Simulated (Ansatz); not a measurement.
# Dielectric function and optical constants of CdSe, part 2 of 2

Aim: the dielectric function of CdSe, and the optical constants that follow from it.

Ansatz 0.2.0; DFT, PBE, plane-wave PAW, default files, scalar-relativistic, independent-particle optical response without local fields.

So far. Step 2 (Ground state and bands): There is a gap, 0.55 eV on the path, so no carriers' term is needed. The cell is left with a pressure of 1.3 GPa, as it stands unrelaxed at this level.

### 3. Spectrum

With the density converged, the vertical transitions are summed over the zone.

This step: DFT, PBE, plane-wave PAW, default files, scalar-relativistic, independent-particle optical response without local fields (Ansatz 0.2.0).

Input file input.yaml:

```yaml
crystal:
  lattice:
    - [0.0, 3.0702711986, 3.0702711986]
    - [3.0702711986, 0.0, 3.0702711986]
    - [3.0702711986, 3.0702711986, 0.0]
  atoms:
    - { symbol: Cd, position: [0.0, 0.0, 0.0] }
    - { symbol: Se, position: [0.25, 0.25, 0.25] }
kpoints:
  mp_grid: { grid: [6, 6, 6] }
scf:
  occupations: { method: fixed }
hamiltonian:
  xc: pbe
  pseudopotentials: { kind: paw }
output:
  optics:
    e_range: [0, 20]
    de: 0.05
    sigma: 0.1
    nscf_kmesh: { grid: [8, 8, 8] }
    bands: { spectra_wanted_up_to: 20 }
```

On the command line:

```bash
$ ansatz run input.yaml --threads 4 --pin off --max-ram 8192MiB --backend cpu --events-out ev --progress --plain --runs-dir out
```

Numbers of over 12 decimals in the logs are rounded to 6 here.

The log of the run:

```text
[...]
Crystal: 2 atoms, lattice volume = 57.884 Å³
Basis set: ecut = 420 eV, 1139 PW (Γ)
Bands: 22, of which v1, the nominal top of the filled ones, is band 18 counted from 1 (17 counted from 0)
Symmetry: 24 space group operations
[...]
k-points: 16 of 216 (time reversal used)
[...]
SCF iter   1: F=—  HF=-13724.785628 eV  |F-HF|=—  |Δ(HF+E_count)|=         —  Δρ=9.37e-4  dr2=1.08e-3  ethr=1.77e-3  ⟨swp⟩=4.8  Hψ=1295  notcnv=0  defer=28
[...]
SCF iter   8: F=-13724.786129 eV  HF=-13724.786129 eV  |F-HF|=9.09e-12  |Δ(HF+E_count)|=  3.09e-11  Δρ=5.39e-8  dr2=1.27e-12  ethr=1.00e-12  ⟨swp⟩=5.1  Hψ=1269  notcnv=0
SCF 1 converged in 8 iterations: F = -13724.786129 eV  dr2 = 1.27e-12
[...]
NSCF: frozen V_eff on 29 k-points
output.optics: what the bands over the 46 summed would add to eps1, eps2 and the energy-loss function is held between a lower and an upper bound (6 Lanczos steps). eps1, eps2 and their loss function (loss_summed_bands) are given on every row as the summed bands alone make them. Along an axis, on a row where the two bounds hold the loss function to about 1 % of the greater of itself and 0.5 % of |1/eps|, its cell (loss_completed) is given, with the completed eps1 and eps2 that it is formed of (a cell that is left empty reads nan in the table and null in the record). The two bounds hold it so along every axis on all 401 rows up to 20.000 eV. [rest of the remark cut]
SCF converged after 8 iterations
Free energy (F): -13724.786129 eV
[...]
Internal energy: -13724.786129 eV  (E = F + TS)
E sigma→0 (E₀):  -13724.786129 eV
Fermi energy:    7.074211 eV
[...]
--- Band table (eV; the first three rows and the last of 16) ---
  k-point 0: bands = [... 14 lower, -0.4201, 7.0742, 7.0742, 7.0742, 7.6227, 13.0133, 13.0133, 13.0133]
  k-point 1: bands = [... 14 lower, -0.4208, 5.4097, 6.8763, 6.8763, 8.9264, 12.7575, 13.3246, 13.3246]
  k-point 2: bands = [... 14 lower, -0.3979, 3.6720, 6.5252, 6.5252, 9.4410, 13.5612, 13.5715, 13.5715]
  k-point 15: bands = [... 14 lower, 0.0013, 3.1987, 5.0411, 5.0648, 11.4613, 11.6253, 14.5718, 15.0720]
```

It took 12 s on 4 threads of Arm Neoverse V1, shared host; peak memory 0.73 GiB; 44 s of CPU time.

Numbers from this step:

| Property | Result |
| --- | --- |
| electronic dielectric constant ε∞, mean over x, y and z (by symmetry where fewer were run) | 8.307 |
| absorption onset, first axis (α over 10⁴ cm⁻¹, or the direct gap if that lies higher) | 0.6313 eV |
| main peak of Im epsilon, first axis | 5.142 eV |
| centre of weight of the strongest loss peak in the window | 14.82 eV |
| photocurrent from vertical transitions in a film 500 nm thick on a perfect mirror (two passes), AM1.5G, no front reflection, all carriers collected | 60.99 mA/cm² |
| least direct gap on the mesh | 0.5485 eV |
| bands summed | 46 |
| spectra valid up to | 31.34 eV |
| program's estimate of the k-sum error in Im epsilon | 0.2 % |
| electrons in the f-sum | 15.00 |

The Im ε, any direction has structure finer than the step of the table below, so its rows give means over 1 eV, whole bins alone (the curve runs from 0 to 20 eV). Peaks (eV: height): 3.1: 7.59, 5.2: 12.4, 6.7: 8.84.

Im ε, any direction against photon energy; means over each step:

photon energy (eV), Im ε, any direction and a bar:
```
        1        1.6 #####
        2        2.5 ########
        3        5.5 ###################
        4        5.4 ###################
        5        8.4 ##############################
        6        6.3 ######################
        7        7.4 ##########################
        8        3.7 #############
        9        1.7 #####
       10        1.4 ####
       11        1.4 ####
       12        0.8 ##
       13        0.8 ##
       14        0.9 ##
       15        0.6 #
       16        0.5 #
       17        0.6 #
       18        0.3 
       19        0.4
```

The Re ε, any direction by photon energy:

```
photon energy (eV)  Re ε, any direction
               0.0                 8.31
               0.5                 9.10
               1.0                 8.48
               1.5                 8.11
               2.0                 8.18
               2.5                 8.70
               3.0                 9.79
               3.5                 5.51
               4.0                 5.11
               4.5                 5.93
               5.0                 8.49
               5.5                0.987
               6.0                0.161
               6.5                 3.48
               7.0               0.0361
               7.5                -2.76
               8.0                -3.19
               8.5                -1.95
               9.0                -1.41
               9.5               -0.757
              10.0               -0.593
              10.5               -0.233
              11.0               -0.471
              11.5               -0.503
              12.0               -0.203
              12.5               0.0395
              13.0                0.213
              13.5                0.339
              14.0                0.371
              14.5               0.0620
              15.0                0.192
              15.5                0.315
              16.0                0.330
              16.5                0.519
              17.0                0.385
              17.5                0.369
              18.0                0.548
              18.5                0.707
              19.0                0.724
              19.5                0.742
              20.0                0.726
```

Table of refractive index n and extinction k by photon energy:

```
photon energy (eV)      n       k
               0.0   2.88       0
               0.5   3.02  0.0316
               1.0   2.93   0.308
               1.5   2.87   0.362
               2.0   2.89   0.416
               2.5   2.99   0.512
               3.0   3.26   0.917
               3.5   2.64    1.21
               4.0   2.50    1.06
               4.5   2.62   0.967
               5.0   3.27    1.48
               5.5   2.26    2.03
               6.0   1.69    1.64
               6.5   2.33    1.40
               7.0   1.89    1.88
               7.5   1.38    2.16
               8.0  0.853    1.98
               8.5  0.718    1.57
               9.0  0.610    1.34
               9.5  0.648    1.08
              10.0  0.679    1.03
              10.5  0.804   0.938
              11.0  0.689   0.973
              11.5  0.643   0.957
              12.0  0.542   0.705
              12.5  0.604   0.570
              13.0  0.734   0.571
              13.5  0.742   0.460
              14.0  0.900   0.663
              14.5  0.647   0.598
              15.0  0.655   0.487
              15.5  0.695   0.410
              16.0  0.698   0.396
              16.5  0.777   0.292
              17.0  0.745   0.413
              17.5  0.680   0.304
              18.0  0.765   0.194
              18.5  0.865   0.203
              19.0  0.887   0.250
              19.5  0.902   0.269
              20.0  0.912   0.326
```

Values under 1 per cm are given as 1. Table of absorption coefficient, any direction by photon energy:

```
photon energy (eV)  absorption coefficient, any direction (1/cm)
             0.000                                             1
             0.500                                          1600
             1.000                                         31191
             1.500                                         55071
             2.000                                         84339
             2.500                                         1.3e5
             3.000                                         2.8e5
             3.500                                         4.3e5
             4.000                                         4.3e5
             4.500                                         4.4e5
             5.000                                         7.5e5
             5.500                                         1.1e6
             6.000                                         1.0e6
             6.500                                         9.2e5
             7.000                                         1.3e6
             7.500                                         1.6e6
             8.000                                         1.6e6
             8.500                                         1.4e6
             9.000                                         1.2e6
             9.500                                         1.0e6
            10.000                                         1.0e6
            10.500                                         1.0e6
            11.000                                         1.1e6
            11.500                                         1.1e6
            12.000                                         8.6e5
            12.500                                         7.2e5
            13.000                                         7.5e5
            13.500                                         6.3e5
            14.000                                         9.4e5
            14.500                                         8.8e5
            15.000                                         7.4e5
            15.500                                         6.4e5
            16.000                                         6.4e5
            16.500                                         4.9e5
            17.000                                         7.1e5
            17.500                                         5.4e5
            18.000                                         3.5e5
            18.500                                         3.8e5
            19.000                                         4.8e5
            19.500                                         5.3e5
            20.000                                         6.6e5
```

The reflectivity at normal incidence, any direction has structure finer than the step of the table below, so its rows give means over 1 eV, whole bins alone (the curve runs from 0 to 20 eV). Peaks (eV: height): 3.1: 32.4, 5.2: 41.3, 8.0: 53.6, 11.7: 32.3, 14.4: 16.3.

The reflectivity at normal incidence, any direction by photon energy; means over each step:

```
photon energy (eV)  reflectivity at normal incidence, any direction (%)
                 1                                                 24.8
                 2                                                 24.7
                 3                                                 29.4
                 4                                                 25.7
                 5                                                 34.0
                 6                                                 32.1
                 7                                                 39.6
                 8                                                 50.3
                 9                                                 43.0
                10                                                 28.0
                11                                                 25.9
                12                                                 25.2
                13                                                 12.3
                14                                                 11.4
                15                                                 11.8
                16                                                 7.33
                17                                                 6.27
                18                                                 3.44
                19                                                 2.00
```

At chosen wavelengths:

```
wavelength (nm)     n      k  R (%)     1/α
           1550  2.99  0.261   25.2  472 nm
            633  2.89  0.412   24.4  122 nm
            532  2.95  0.471   25.4   90 nm
            405  3.23  1.069   32.1   30 nm
            365  2.72  1.242   29.3   23 nm
            308  2.50  1.052   25.1   23 nm
            193  2.11  1.295   25.7   12 nm
```

Rows near the edge hang on the gap, which this functional as a rule makes too small, and phonon-assisted absorption is left out.

A polished face would reflect 25 % of daylight and look grey (CIE x = 0.303, y = 0.316 under D65).

The f-sum over the summed bands holds 15.0 of the cell's 36 electrons outside the frozen cores, 20 of which lie in bands more than 12 eV below the Fermi level, whose transitions come at higher energies. Up to 20 eV the strength has a mean oscillator energy of 5.5 eV, close to the main peak.

### 4. Static response with local fields

Perturbation theory gives the static response with local fields and the functional's kernel, and it needs no empty bands.

This step: DFT, PBE, plane-wave PAW, default files, scalar-relativistic, static field response by perturbation theory with local fields (Ansatz 0.2.0).

input.yaml, the sections that differ from step 3:

```yaml
dielectric: {}
# crystal, kpoints, scf, hamiltonian: as in step 3
# output: removed
```

The log of the run:

```text
[...]
Crystal: 2 atoms, lattice volume = 57.884 Å³
Basis set: ecut = 420 eV, 1139 PW (Γ), exchange–correlation on 60×60×60 points (8 copies of the dense FFT grid, shifted against one another)
Bands: 22, of which v1, the nominal top of the filled ones, is band 18 counted from 1 (17 counted from 0)
Symmetry: 24 space group operations
k-points: 46 of 216 (irreducible under 4 space group operations, time reversal used)
[...]
SCF iter   1: F=—  HF=-13724.785574 eV  |F-HF|=—  |Δ(HF+E_count)|=         —  Δρ=9.32e-4  dr2=1.07e-3  ethr=1.77e-3  ⟨swp⟩=4.8  Hψ=3739  notcnv=0  defer=85
[...]
SCF iter   8: F=-13724.786123 eV  HF=-13724.786123 eV  |F-HF|=1.27e-11  |Δ(HF+E_count)|=  3.64e-11  Δρ=1.17e-7  dr2=5.99e-12  ethr=1.00e-12  ⟨swp⟩=5.1  Hψ=3533  notcnv=0
SCF 1 converged in 8 iterations: F = -13724.786123 eV  dr2 = 5.99e-12
[...]
DFPT response loops at Γ: preconditioner auto → none (the input reference at scf.mixing.eps_inf says where Resta's filter doesn't serve); β = 0.50; Broyden in place of MSR1
── the response to a field inside a basis, on 8×8×8 k-points: an SCF that follows is theirs, and a resumed run solves both again ──
Bands: 19, of which v1, the nominal top of the filled ones, is band 18 counted from 1 (17 counted from 0)
k-points: 60
[...]
Eigensolver: Dense (60 Hₖ)
SCF iter   1: F=—  HF=-13724.787760 eV  |F-HF|=—  |Δ(HF+E_count)|=         —  Δρ=3.03e-4  dr2=3.66e-5  ethr=1.00e-1
[...]
SCF iter   5: F=-13724.787757 eV  HF=-13724.787757 eV  |F-HF|=1.61e-9  |Δ(HF+E_count)|=   2.24e-8  Δρ=3.38e-6  dr2=3.18e-9  ethr=3.14e-10
SCF 1 converged in 5 iterations: F = -13724.787757 eV  dr2 = 3.18e-9
[...]
SCF converged after 8 iterations
Free energy (F): -13724.786123 eV
[...]
Internal energy: -13724.786123 eV  (E = F + TS)
E sigma→0 (E₀):  -13724.786123 eV
Fermi energy:    7.074213 eV
[...]
--- Band table (eV; the first three rows and the last of 46) ---
  k-point 0: bands = [... 14 lower, -0.4201, 7.0742, 7.0742, 7.0742, 7.6227, 13.0133, 13.0133, 13.0133]
  k-point 1: bands = [... 14 lower, -0.4208, 5.4097, 6.8763, 6.8763, 8.9264, 12.7575, 13.3246, 13.3246]
  k-point 2: bands = [... 14 lower, -0.3979, 3.6720, 6.5252, 6.5252, 9.4410, 13.5612, 13.5715, 13.5715]
  k-point 45: bands = [... 14 lower, -0.0224, 3.1888, 4.8660, 5.6049, 11.4101, 12.4056, 13.5892, 15.4984]
--- Dielectric response (ions clamped): 3 representative field directions + reference, inside a basis on a mesh of 512 k-points (Σ response iterations 15) ---
  ε∞ (high-frequency dielectric tensor):
        7.913628     0.000000     0.000000
        0.000000     7.913628     0.000000
        0.000000     0.000000     7.913628
  Born effective charges Z* (e; rows j = field, columns β = displacement):
    site 0:
         2.27920   -0.00000    0.00000
         0.00000    2.27920    0.00000
         0.00000    0.00000    2.27920
    site 1:
        -2.27920    0.00000   -0.00000
        -0.00000   -2.27920   -0.00000
        -0.00000   -0.00000   -2.27920
  Z* charge neutrality: 1.725e-3 e pre-enforcement
  solved inside a basis spanned on kpoints, on 8×8×8 k-points transformed towards the longest dipole: ε∞ is read to err by 2.3e-2, Z* by 2.2e-2 e (field_mesh: kpoints solves on kpoints); Z* is corrected for what the basis lacks
```

Elapsed: 14 s, on 4 threads; peak memory 0.55 GiB.

Numbers from this step:

```
electronic dielectric constant ε∞, mean over x, y and z (by symmetry where fewer were run) : 7.914
```

ε∞ with local fields:

```
7.91 0.00 0.00
0.00 7.91 0.00
0.00 0.00 7.91
```

Diagonal elements. Born, by row:

```
atom  Z*xx (e)  Z*yy (e)  Z*zz (e)
 Cd1     2.279     2.279     2.279
 Se2    -2.279    -2.279    -2.279
```

Mean Born charges are Cd +2.28 and Se -2.28, against formal valences of +2 and -2. The largest lies a little above its ionic value.

### 5. What came out

```yaml
gap_on_the_path: 0.549 eV
least_direct_gap_on_the_path: 0.549 eV
electronic_dielectric_constant_eps_infinity_mean_over_x_y_and_z_by_symmetry_where_fewer_were_run_independent_particles: 8.31
absorption_onset_first_axis_alpha_over_1e4_cm_minus1_or_the_direct_gap_if_that_lies_higher: 0.631 eV
main_peak_of_im_epsilon_first_axis: 5.14 eV
centre_of_weight_of_the_strongest_loss_peak_in_the_window_first_axis: 14.8 eV
photocurrent_from_vertical_transitions_in_a_film_500_nm_thick_on_a_perfect_mirror_two_passes_am1p5g_no_front_reflection_all_carriers_collected: 61.0 mA/cm²
electronic_dielectric_constant_eps_infinity_mean_over_x_y_and_z_by_symmetry_where_fewer_were_run_static_response_with_local_fields: 7.91
```

At this level (PBE, independent particles) CdSe has ε∞ = 8.31 (7.91 with local fields) and n = 2.99 at 1550 nm; absorption sets in near 0.6 eV, and Im ε peaks at 5.1 eV. The gap on the path is direct, 0.55 eV. The absorption coefficient passes 10⁴ cm⁻¹ at 0.63 eV, in the infrared, so it absorbs across the visible. The strongest loss structure up to 20 eV has its centre of weight at 14.8 eV; a free-electron gas of the 15.0 electrons in the f-sum would put its plasmon at 18.9 eV. Distinct maxima of Im ε, read by a parabola through the highest points, lie at 3.16 eV (7.6), 5.14 eV (12), 6.63 eV (8.9) and 7.15 eV (8.0). The f-sum over the summed bands holds 15.0 of the cell's 36 electrons outside the frozen cores, 20 of which lie in bands more than 12 eV below the Fermi level, whose transitions come at higher energies. Up to 20 eV the strength has a mean oscillator energy of 5.5 eV, close to the main peak. A polished face would reflect 25 % of daylight and look grey (CIE x = 0.303, y = 0.316 under D65). With local fields and the functional's kernel the static response is 7.91 against 8.31 for independent particles (-5 %). In the base spectrum excitons and phonon-assisted transitions are missing, and so are local fields; PBE gaps are as a rule too small, which pulls the onset down and ε∞ up. In the base run ε includes the program's bounded estimate of what the bands above those summed add.

[Logs are printed without paths, hosts, clocks, repeated set-up lines and the standing remarks that a program may print on its own settings, such as how far it seeks lower states.]

[Hosts, paths, dates, database ids (printed as entryN), source tags and the programs' standing remarks are cut or masked in the printed files.]
